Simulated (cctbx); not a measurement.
## PrGa12 with cctbx, script by script

Library: cctbx 2025.11. The data are simulated by the first script.

## 1. Simulate the data

run.py:

```python
from cctbx import adptbx, crystal, miller, sgtbx, xray
from cctbx.array_family import flex
from iotbx.shelx import hklf
from scitbx import matrix
import scitbx.random

cs = crystal.symmetry(unit_cell=(10.011, 10.011, 10.011, 90, 90, 90), space_group_symbol='Hall: -F 4 2 3')  # Fm-3m
atoms = [  # label, site, U (iso, or U11 U22 U33 U12 U13 U23 in A^2), occupancy
    ("Pr1", (0, 0, 0), (0.0118, 0.0118, 0.0118, 0.0000, 0.0000, -0.0000), 1),
    ("Ga1", (0.5, 0.8348, 0.8348), (0.0187, 0.0168, 0.0168, 0.0000, 0.0000, -0.0011), 0.97),
]
xs = xray.structure(crystal_symmetry=cs)
for label, site, u, occ in atoms:
    u = adptbx.u_cif_as_u_star(cs.unit_cell(), u) if isinstance(u, tuple) else u
    xs.add_scatterer(xray.scatterer(label, site=site, u=u, occupancy=occ))
xs.set_inelastic_form_factors(1.54184, "sasaki")
xs.show_summary()
p1 = xs.expand_to_p1()
ms = miller.build_set(p1, anomalous_flag=True, d_min=0.83)
flex.set_random_seed(985365)
scitbx.random.set_random_seed(985365)
ms = ms.select(flex.random_double(ms.size()) < 0.5)
i = ms.structure_factors_from_scatterers(p1, algorithm="direct").f_calc().as_intensity_array().data()
i = i / flex.sqrt(1 + 0.3 * i / flex.max(i))  # extinction
i = i * 70000 / flex.max(i)
sig = flex.sqrt(i + flex.pow2(0.02 * i) + 15 ** 2)
noise = scitbx.random.variate(scitbx.random.normal_distribution())(i.size())
data = ms.array(data=i + sig * noise, sigmas=sig).set_observation_type_xray_intensity()
with open("data.hkl", "w") as f:
    data.export_as_shelx_hklf(f)
print("reflections written:", data.size(), " <I/sigma> = %.1f" % flex.mean(data.data() / data.sigmas()))
for h, a, b in list(data.sort("data"))[:12]:
    print("%4d%4d%4d %9.1f %7.1f" % (h + (a, b)))
```

```console
$ python run.py
```

```text
Number of scatterers: 2
At special positions: 2
Unit cell: (10.011, 10.011, 10.011, 90, 90, 90)
Space group: F m -3 m (No. 225)
reflections written: 3563  <I/sigma> = 6.6
   0  -6   0   70190.9  1424.9
   3  -3   3   46030.8   916.8
  -3   3  -3   45686.8   916.8
  -3   3   3   45525.8   916.8
  -3  -3  -3   45212.1   916.8
   0   6   6   39503.3   792.4
   6   0   6   39079.8   792.4
  -6   0  -6   38907.0   792.4
  -6   6   0   38805.2   792.4
  -6   0   6   37961.3   792.4
   6  -6   0   37589.8   792.4
   6   6   6   22760.0   472.0
```

It took 0.22 s on 1 thread of Arm Neoverse V2, with other jobs on the host, peak memory 0.07 GiB.

## 2. Refinement

run.py:

```python
import math
from cctbx import adptbx, crystal, maptbx, sgtbx, xray
from cctbx.array_family import flex
from cctbx.xray import observations
from iotbx.shelx import hklf
from scitbx.lstbx import normal_eqns_solving
from smtbx import absolute_structure, utils
from smtbx.refinement import constraints, least_squares

cs = crystal.symmetry(unit_cell=(10.011, 10.011, 10.011, 90, 90, 90), space_group_symbol='Hall: -F 4 2 3')  # Fm-3m
atoms = [  # label, site, U (iso, or U11 U22 U33 U12 U13 U23 in A^2), occupancy
    ("Pr1", (0, 0, 0), 0.0200, 1),
    ("Ga1", (0.5, 0.8348, 0.8348), 0.0200, 1),
]
xs = xray.structure(crystal_symmetry=cs)
for label, site, u, occ in atoms:
    u = adptbx.u_cif_as_u_star(cs.unit_cell(), u) if isinstance(u, tuple) else u
    xs.add_scatterer(xray.scatterer(label, site=site, u=u, occupancy=occ))
xs.set_inelastic_form_factors(1.54184, "sasaki")
xs.convert_to_anisotropic()
raw = hklf.reader(file_name="data.hkl").as_miller_arrays(crystal_symmetry=cs, anomalous=True)[0]
merged = raw.eliminate_sys_absent().merge_equivalents()
fo2 = merged.array().set_observation_type_xray_intensity()
print("Rint %.3f, %d unique reflections to %.2f A" % (merged.r_int(), fo2.size(), fo2.d_min()))
for sc in xs.scatterers():
    sc.flags.set_grad_site(True)
    sc.flags.set_grad_u_aniso(sc.flags.use_u_aniso())
    sc.flags.set_grad_u_iso(sc.flags.use_u_iso())
obs = fo2.as_xray_observations()
extra = {}
rep = constraints.reparametrisation(xs, [], utils.connectivity_table(xs), **extra)
ls = least_squares.crystallographic_ls(obs, rep, weighting_scheme=least_squares.mainstream_shelx_weighting(a=0, b=0))
print("cycle     R1     wR2    GooF  max shift (A)")
for cycle in range(12):
    ls.build_up()
    r1, wr2, goof = ls.r1_factor(cutoff_factor=2)[0], ls.wR2(), ls.goof()
    old = xs.sites_cart()
    normal_eqns_solving.levenberg_marquardt_iterations(ls, n_max_iterations=3, tau=1e-06, step_threshold=1e-7)
    big = flex.max((xs.sites_cart() - old).norms())
    print("%4d %7.4f %7.4f %7.3f %9.5f" % (cycle + 1, r1, wr2, goof, big))
    ls.build_up(objective_only=True)
    if abs(ls.wR2() - wr2) < 5e-5 and big < 5e-4:
        break
ls.build_up()
print("final R1 %.4f wR2 %.4f GooF %.3f  parameters %d  data/parameter %.1f" % (ls.r1_factor(cutoff_factor=2)[0], ls.wR2(), ls.goof(), ls.n_parameters, fo2.size() / ls.n_parameters))
cov = ls.covariance_matrix_and_annotations()
su = dict(zip(cov.annotations, (math.sqrt(max(v, 0)) for v in cov.matrix.matrix_packed_u_diagonal())))
a2 = cs.unit_cell().reciprocal_parameters()[0] ** -2
print("atom        x        y        z      Ueq    occ   su(xyz)  su(Uiso or U11)")
for sc in xs.scatterers():
    s = max(su.get(sc.label + k, 0) for k in (".x", ".y", ".z"))
    npd = "" if sc.is_positive_definite_u(cs.unit_cell()) else "  NPD"
    print("%-5s %8.5f %8.5f %8.5f %8.4f %6.3f %8.5f %7.4f%s" % ((sc.label,) + sc.site + (sc.u_iso_or_equiv(cs.unit_cell()), sc.occupancy, s, su.get(sc.label + ".uiso", su.get(sc.label + ".u11", 0) * a2), npd)))
fo = fo2.f_sq_as_f()
fc = fo.structure_factors_from_scatterers(xs, algorithm="direct").f_calc()
diff = fo.f_obs_minus_f_calc(1 / math.sqrt(ls.scale_factor()), fc).average_bijvoet_mates()
m = diff.fft_map(symmetry_flags=maptbx.use_space_group_symmetry, resolution_factor=0.25).apply_volume_scaling()
print("difference map: max %.2f min %.2f rms %.2f" % (m.statistics().max(), m.statistics().min(), m.statistics().sigma()))
peaks = m.peak_search(parameters=maptbx.peak_search_parameters(min_distance_sym_equiv=0.6, max_clusters=6)).all()
near = xs.closest_distances(peaks.sites(), distance_cutoff=4)
sps = cs.special_position_settings(min_distance_sym_equiv=0.5)
for k, (x, h) in enumerate(zip(peaks.sites(), peaks.heights())):
    ss = sps.site_symmetry(x)
    print("Q%-3d %7.4f %7.4f %7.4f %4d %7.2f  %.2f A from %s" % ((k + 1,) + tuple(t % 1 for t in ss.exact_site()) + (ss.multiplicity(), h, near.smallest_distances[k], xs.scatterers()[near.i_seqs[k]].label)))
```

```console
$ python run.py
```

```text
Rint 0.020, 71 unique reflections to 0.83 A
cycle     R1     wR2    GooF  max shift (A)
   1  0.0679  0.1352  13.908   0.00007
   2  0.0140  0.0213   2.196   0.00000
final R1 0.0140 wR2 0.0213 GooF 2.196  parameters 5  data/parameter 14.2
atom        x        y        z      Ueq    occ   su(xyz)  su(Uiso or U11)
Pr1    0.00000  0.00000  0.00000   0.0102  1.000  0.00000  0.0002
Ga1    0.50000  0.83480  0.83480   0.0180  1.000  0.00003  0.0003
difference map: max 0.38 min -0.84 rms 0.17
Q1    0.0000  0.0000  0.0616   24    0.38  0.62 A from Pr1
Q2    0.0000  0.0000  0.0000    4    0.31  0.00 A from Pr1
Q3    0.2500  0.2500  0.2500    8    0.27  2.78 A from Ga1
Q4    0.0850  0.0850  0.0850   32    0.27  1.47 A from Pr1
Q5    0.1646  0.2500  0.2500   48    0.24  2.04 A from Ga1
Q6    0.1111  0.1111  0.2815   96    0.24  1.35 A from Ga1
```

Time: 0.34 s.

This run holds a fault made on purpose: disorder ignored: each site full, of its main element.

## 3. Refinement (occupancies of the disordered sites free, main element alone)

run.py, as its changes from the last script of this kind:

```diff
@@ -12,2 +12,2 @@
-    ("Pr1", (0, 0, 0), 0.0200, 1),
-    ("Ga1", (0.5, 0.8348, 0.8348), 0.0200, 1),
+    ("Pr1", (0, 0, 0), 0.0120, 1),
+    ("Ga1", (0.5, 0.8348, 0.8348), 0.0120, 1),
@@ -28,0 +29 @@
+    sc.flags.set_grad_occupancy(sc.label in ('Ga1',))
@@ -34 +35 @@
-for cycle in range(12):
+for cycle in range(20):
@@ -53,0 +55 @@
+print("su of occupancy Ga1: %.3f" % su["Ga1.occ"])
```

```console
$ python run.py
```

```text
Rint 0.020, 71 unique reflections to 0.83 A
cycle     R1     wR2    GooF  max shift (A)
   1  0.0500  0.1097  11.376   0.00007
   2  0.0116  0.0165   1.715   0.00000
   3  0.0114  0.0159   1.646   0.00000
   4  0.0114  0.0158   1.639   0.00000
final R1 0.0114 wR2 0.0158 GooF 1.639  parameters 6  data/parameter 11.8
atom        x        y        z      Ueq    occ   su(xyz)  su(Uiso or U11)
Pr1    0.00000  0.00000  0.00000   0.0113  1.000  0.00000  0.0002
Ga1    0.50000  0.83481  0.83481   0.0174  0.973  0.00002  0.0002
su of occupancy Ga1: 0.004
difference map: max 0.25 min -0.92 rms 0.15
Q1    0.2500  0.2500  0.2500    8    0.27  2.78 A from Ga1
Q2    0.0801  0.0801  0.0801   32    0.23  1.39 A from Pr1
Q3    0.0493  0.2500  0.2500   48    0.21  1.30 A from Ga1
Q4    0.1090  0.1090  0.2772   96    0.19  1.36 A from Ga1
Q5    0.1598  0.2500  0.2500   48    0.19  2.00 A from Ga1
Q6    0.0000  0.0798  0.4202   48    0.16  1.21 A from Ga1
```

It took 0.48 s on 1 thread of Arm Neoverse V2 (shared host), peak memory 0.09 GiB.

[Logs are printed without paths, hosts, clocks, repeated set-up lines and the standing remarks that a program may print on its own settings, such as how far it seeks lower states.]
